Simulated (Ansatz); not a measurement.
# A hypothetical structure for LiNiSnS4, part 2 of 2

This structure for LiNiSnS4 is made up. Its elements were placed in a known structure type with a cell scaled to their sizes. What cell does the guess relax to, and how far off was it?

Ansatz 0.2.0; DFT, PBE, plane-wave PAW, files of the set soft_1, scalar-relativistic, ferromagnetic start, cell and ions relaxed at zero pressure; PAW set soft_1 (the session's first sound run).

So far: The starting structure; Relaxation of the guess.

### Step 3. Bands of the relaxed cell

A second self-consistent run takes a narrower smearing and the mesh shown in its input; the bands follow along the standard path of the relaxed lattice.

This step: DFT, PBE, plane-wave PAW, files of the set soft_1, scalar-relativistic, ferromagnetic start, bands and density of states at the relaxed cell; PAW set soft_1 (Ansatz 0.2.0).

Input file input.yaml:

```yaml
crystal:
  lattice:
    - [6.5071236854, 0.0, 0.1981711555]
    - [0.0, 3.5983653176, 0.0]
    - [-1.8453330897, 0.0, 5.8722549414]
  atoms:
    - { symbol: Sn, position: [0.5, 0.0, 0.5] }
    - { symbol: Ni, position: [0.5, 0.5, 0.0], spin: 0.5 }
    - { symbol: S, position: [0.7052027648, 0.0, 0.2027154806] }
    - { symbol: S, position: [0.7243344414, 0.5, 0.766683113] }
    - { symbol: S, position: [0.2756655586, 0.5, 0.233316887] }
    - { symbol: S, position: [0.2947972352, 0.0, 0.7972845194] }
    - { symbol: Li, position: [0.0, 0.0, 0.0] }
magnetization:
  spin_polarized: true
kpoints:
  mp_grid: { grid: [6, 8, 6] }
  band_path:
    path:
      - [[0.0, 0.0, 0.0], [-0.5, 0.0, 0.0], [-0.61490378, 0.0, 0.40146693], [-0.5, 0.0, 0.5], [-0.5, -0.5, 0.5], [-0.38509622, -0.5, 0.59853307], [0.0, -0.5, 0.5], [0.0, 0.0, 0.5], [-0.38509622, 0.0, 0.59853307]]
      - [[-0.61490378, -0.5, 0.40146693], [-0.5, -0.5, 0.0], [0.0, -0.5, 0.0]]
      - [[-0.5, 0.0, 0.0], [-0.5, -0.5, 0.0]]
    npoints: 7
scf:
  occupations: { method: fermi_dirac, width: 0.03 }
  n_extra_bands: 12
hamiltonian:
  xc: pbe
  pseudopotentials: { kind: paw, azcp: { folder: soft_1 } }
output:
  forces: true
  stress: true
  write_bands: true
  dos: { projected: true }
  write_density: true
  write_potential: true
  elf: true
  volumetric_format: npy
```

The run is started by

```sh
$ ansatz run input.yaml --threads 4 --pin off --max-ram 10240MiB --backend cpu --events-out ev --progress --plain --runs-dir out
```

Numbers of over 12 decimals in the logs are rounded to 6 here.

The program printed:

```text
[...]
Crystal: 7 atoms, lattice volume = 138.815 Å³
Basis set: ecut = 420 eV, 2705 PW (Γ), exchange–correlation on 90×50×90 points (8 copies of the dense FFT grid, shifted against one another)
Bands: 42, of which v1, the nominal top of the filled ones, is band 30 counted from 1 (29 counted from 0)
Symmetry: 4 space group operations
[...]
k-points: 100 of 288
[...]
Starting moments: Σ|m| = 0.5 μB on 1 of 7 sites
[...]
SCF iter   1: F=—  HF=-15679.607251 eV  |F-HF|=—  |Δ(HF+E_count)|=         —  Δρ=5.57e-2 (↑2.85e-2 ↓5.57e-2)  dr2=9.71e0  dr2_m=2.81e-1  M=0.170 μB ∫|m|=0.173 μB  β_m=0.30  ethr=3.10e-3  ⟨swp⟩=7.9  Hψ=42928  notcnv=0  defer=234
[...]
SCF iter  18: F=-15680.457646 eV  HF=-15680.457646 eV  |F-HF|=3.98e-10  |Δ(HF+E_count)|=   3.04e-9  Δρ=4.66e-7 (↑3.05e-7 ↓4.66e-7)  dr2=7.65e-10  dr2_m=3.98e-11  M=0.826 μB ∫|m|=0.873 μB  ethr=5.22e-11  ⟨swp⟩=8.2  Hψ=43471  notcnv=0
SCF 1 converged in 18 iterations: F = -15680.457646 eV  dr2 = 7.65e-10
[...]
NSCF: frozen V_eff on 80 k-points
SCF converged after 18 iterations
Magnetization: 0.8256 μB (29.9128 up, 29.0872 down)
Absolute magnetization: 0.8728 μB (∫|ρ↑−ρ↓|, with the PAW one-centre terms)
[...]
Per-site moments (μB) at R_I (Å): [(0.00610736, 1.048124), (0.484508, 0.952386), (0.085311, 0.982796), (0.010841, 0.952386), (0.010841, 0.952386), (0.085311, 0.982796), (0.00347997, 1.054604)]
Free energy (F): -15680.457646 eV
[...]
Internal energy: -15680.447867 eV  (E = F + TS)
E sigma→0 (E₀):  -15680.452756 eV
Entropy (-TS):   -0.009779 eV (-1.397 meV/atom)
Fermi energy:    7.047053 eV
[...]
--- Forces (eV/Å), atoms counted from 1 ---
  atom   1  Sn     0.00000000     0.00000000    -0.00000000
  atom   2  Ni     0.00000000     0.00000000     0.00000000
  atom   3  S     -0.01156652    -0.00000000     0.01988247
  atom   4  S     -0.00759749    -0.00000000    -0.01931164
  atom   5  S      0.00759749     0.00000000     0.01931164
  atom   6  S      0.01156652     0.00000000    -0.01988247
  atom   7  Li    -0.00000000     0.00000000     0.00000000
  max |Σ_I F_I| component: 1.58e-30 eV/Å
--- Stress (GPa, compression-positive) ---
       -0.047735      -0.000000       0.060543
       -0.000000       0.035118      -0.000000
        0.060543      -0.000000      -0.092674
  P = ⅓ Tr σ = -0.0351 GPa (-0.351 kbar)
--- Band table (eV; the first three rows and the last of 200) ---
  k-point 0 ↑: bands = [... 26 lower, 5.8592, 5.8696, 5.9380, 7.1787, 7.5033, 7.5478, 9.7706, 10.8583, ... 8 higher]
  k-point 1 ↑: bands = [... 26 lower, 5.6798, 5.8450, 5.9299, 7.3165, 7.4743, 7.5924, 10.0812, 10.9630, ... 8 higher]
  k-point 2 ↑: bands = [... 26 lower, 5.4072, 5.8373, 5.9313, 7.1049, 7.4299, 8.2378, 10.1720, 11.5185, ... 8 higher]
  k-point 99 ↓: bands = [... 26 lower, 5.0963, 5.6327, 5.7904, 6.8005, 7.8518, 7.9711, 9.5574, 10.3252, ... 8 higher]
```

Elapsed: 50 s, on 4 threads of Arm Neoverse V1, shared host; peak memory 1 GiB.

Reading the cycles: dr2 is the Hartree energy of the density residual (eV), the measure of convergence; HF is the Harris–Foulkes estimate of the energy, which meets the free energy F at convergence.

Numbers from this step:

```yaml
free_energy: -15680.4576 eV
energy_at_zero_smearing: -15680.4528 eV
smearing_term_ts: 0.009779 eV
fermi_energy: 7.047 eV
magnetization: 0.8256 μB
absolute_magnetization: 0.8728 μB
site_moments: 0.006107, 0.4845, 0.08531, 0.01084, 0.01084, 0.08531, 0.003480 μB
pressure: -0.03510 GPa
```

bands.tsv at the labelled points (eV, zero at the Fermi level; the bands that come nearest the Fermi level along the path):

```
point  band_29_up  band_30_up  band_31_up  band_27_dn  band_28_dn  band_29_dn  band_30_dn  band_31_dn
    Γ        0.13        0.46        0.50       -1.05       -0.96        0.21        0.88        0.97
    Y        0.18        0.44        0.66       -1.15       -1.10        0.49        0.81        0.94
    H       -0.46        0.33        1.57       -1.51       -1.12       -0.04        0.83        1.63
    C       -0.68        0.30        1.66       -1.34       -1.13       -0.22        0.81        1.71
    E       -0.36        0.26        0.57       -1.41       -1.26       -0.25        0.80        0.92
   M1       -0.22        0.16        0.49       -1.57       -1.46       -0.11        0.70        0.85
    A       -0.27        0.15        0.33       -1.90       -1.68       -0.08        0.62        0.69
    X       -0.03        0.37        1.61       -1.09       -1.06        0.35        0.87        1.66
   H1       -0.46        0.33        1.57       -1.51       -1.12       -0.04        0.83        1.63
    M       -0.22        0.16        0.49       -1.57       -1.46       -0.11        0.70        0.85
    D       -0.02        0.09        1.09       -1.94       -1.74        0.47        0.53        1.15
    Z       -0.35        0.10        1.57       -1.77       -1.71        0.06        0.63        1.63
    Y        0.18        0.44        0.66       -1.15       -1.10        0.49        0.81        0.94
    D       -0.02        0.09        1.09       -1.94       -1.74        0.47        0.53        1.15
```

Spin density in the ac plane at fractional y = 0.000, with atoms of Sn and S and Li within 0.2 Å of it.

Values in units of 1e-2 e/Å³, 9 rows by 16 columns, each cell a mean:
```
 0.0  0.0  0.1  0.6  2.2  4.0  3.2  1.1  0.1  0.0  0.2  0.3  0.2  0.2  0.1  0.1
 0.0  0.0  0.0  0.2  0.8  2.6  3.9  1.6  0.3  0.0  0.0  0.0  0.1  0.1  0.1  0.1
 0.1  0.4  1.3  2.7  2.1  0.5  0.5  0.4  0.2  0.1  0.0  0.0  0.0  0.0  0.1  0.1
 0.2  0.4  0.8  1.1  0.6  0.0 -0.1  0.1  0.0  0.1  0.1  0.1  0.1  0.1  0.1  0.1
 0.1  0.2  0.2  0.2  0.1  0.0  0.1  0.0  0.0  0.1  0.0  0.1  0.2  0.3  0.3  0.2
 0.1  0.1  0.1  0.1  0.0  0.1  0.1  0.1  0.1  0.0 -0.1  0.5  1.6  1.5  0.7  0.3
 0.1  0.1  0.1  0.0  0.0  0.0  0.0  0.2  0.4  1.0  1.0  0.9  2.3  1.5  0.5  0.2
 0.0  0.1  0.1  0.1  0.1  0.0  0.0  0.1  0.8  3.3  4.8  2.6  0.6  0.0  0.0  0.0
 0.1  0.1  0.1  0.3  0.4  0.5  0.3  0.0  0.2  1.3  2.6  2.3  0.9  0.2  0.1  0.0
```
Columns run along a (6.5 Å), rows up along c (6.2 Å). Atoms in or near the plane, at fractional coordinates: Sn at (0.50, 0.50), S at (0.71, 0.20), S at (0.29, 0.80), Li at (0.00, 0.00).

Electrostatic potential energy in the ac plane at fractional y = 0.000, with atoms of Sn and S and Li within 0.2 Å of it. With pseudopotentials it is smooth inside the atoms' cores, unlike the true potential.

Ten even steps from '0' (-34 eV) to '9' (12 eV), each cell a mean:
```
158887679999999852
688841148999999875
898501027999999988
998301038999999999
998400168888999999
999755776446899999
999988852323789999
999998627962689999
999998439963799999
999998426635899999
999998632357778999
999999877786213799
999999988872000699
999999999850111699
778999999861004888
347999999975458885
037899999998889861
```
Columns run along a (6.5 Å; values clipped at the 3rd and 97th percentile), rows up along c (6.2 Å). Atoms in or near the plane, at fractional coordinates: Sn at (0.50, 0.50), S at (0.71, 0.20), S at (0.29, 0.80), Li at (0.00, 0.00).

Valence density in the ac plane at fractional y = 0.000, with atoms of Sn and S and Li within 0.2 Å of it. It is the smooth field of the valence electrons, not physical close to the nuclei.

Ten steps, logarithmic in the rise over the least value, from '_' (0 e/Å³) to '@' (11 e/Å³), each cell a mean:
```
##==....::------::..........____--##
::..::--====++==--::..__________..--
__..::==++--====--....______________
__..--====--====--..........________
__..--==++==++==--::::......________
__..::--======--------::::..________
____..::::----==**####==::..________
______....::--**%%@@%%++::..________
__________..--##@@@@%%++::....______
__________..--**%%%%**--::::::..____
__________..::==++++==--------::..__
________....::::::::--==++++==--::__
________..........::--++====++==::..
________________..::==++--==++==::..
..______________..::==++======--..__
**==..______......::--======--::..==
@@**..__....::::::::::::::::....::##
```
Columns run along a (6.5 Å), rows up along c (6.2 Å). Atoms in or near the plane, at fractional coordinates: Sn at (0.50, 0.50), S at (0.71, 0.20), S at (0.29, 0.80), Li at (0.00, 0.00).

### Step 4. Summary of results

* space group, relaxed: P2/m
* conventional cell: a = 6.155, b = 3.598, c = 6.510 Å; α = 90.0°, β = 105.7°, γ = 90.0°
* volume per atom: 19.83 Å³ (guess 20.40)
* total moment: 0.83 μB in the cell of 7 atoms

**Reading.** LiNiSnS4 relaxes to P2/m with a = 6.155, b = 3.598 and c = 6.510 Å. The guessed volume was 3 % too large. The space group P2/m was held in the relaxation, so the end point is a stationary structure within it and may be a saddle against distortions or other arrangements. The input starts from parallel moments, and no other start was typed. Bands cross the Fermi level, so it is a metal or semimetal at this level. On the 6×8×6 mesh with the narrower smearing (relaxed on 5×7×5) the largest force component is 0.020 eV/Å and the largest stress component is 0.093 GPa, against the relaxation's thresholds of 0.015 eV/Å and 0.05 GPa. The cutoff wasn't tested. No dispersion term is used, so weakly bound directions may come out too long. Nothing here tests whether the compound is stable against decomposition.

[Logs are printed without paths, hosts, clocks, repeated set-up lines and the standing remarks that a program may print on its own settings, such as how far it seeks lower states.]

[Hosts, paths, dates, database ids (printed as entryN), source tags and the programs' standing remarks are cut or masked in the printed files.]
